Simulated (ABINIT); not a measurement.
An input for ABINIT 10.8.3 (MoS2 (P6_3/mmc)):

```
acell 3*1.0 Angstrom
rprim 
  3.169000000004 -0.000000000001 0.000000000000
  -1.584500000001 2.744434504597 0.000000000000
  0.000000000000 0.000000000000 12.324000000000
ntypat 2
znucl 42 16
natom 6
typat 1 1 2 2 2 2
xred 
  0.333333333333 0.666666666667 0.250000000000
  0.666666666667 0.333333333333 0.750000000000
  0.333333333333 0.666666666667 0.623000000000
  0.666666666667 0.333333333333 0.123000000000
  0.333333333333 0.666666666667 0.877000000000
  0.666666666667 0.333333333333 0.377000000000
pp_dirpath "pseudos"
pseudos "Mo.upf, S.upf"
ecut 36
nspinor 2
ngkpt 3 3 1
nshiftk 1
shiftk 0 0 0
kptopt 1
chksymbreak 0
iscf -2
irdden 1
istwfk *1
nband 382
nbdbuf 34
tolwfr 1e-09
nstep 60
prtvol 0
indata_prefix "in"
outdata_prefix "out"
tmpdata_prefix "tmp"
```

The database entry behind the starting cell differs from later determinations by our own check (about 0.3 % long), so it need not match the best structure at ambient conditions.

```sh
OMP_NUM_THREADS=2 mpirun -n 3 abinit run.abi > log
```

How long will it take on 3 MPI ranks of Arm Neoverse V1, shared host, and how much memory?

It took 5.4 min; on shared hardware allow 2.7 min to 11 min. Peak host memory was 0.59 GiB.

[Paths, hosts, dates, memory and timing lines, banners, echoed tables and standing remarks are left out of the program output.]

[Logs are printed without paths, hosts, clocks, repeated set-up lines and the standing remarks that a program may print on its own settings, such as how far it seeks lower states.]

[Runs of the session that timed out or met a known fault of the program may be left out.]

[Hosts, paths, dates, database ids (printed as entryN), source tags and the programs' standing remarks are cut or masked in the printed files.]

[G0W0 gaps are taken among the corrected bands and points alone; a level outside them can change the order at an edge.]

[Where Ansatz stands beside ABINIT at settings called matched, ABINIT's density can come from a denser mesh and the files from another edition; pairs whose starting gaps differed by over 0.03 eV were left out, so agreement reads better than it is.]
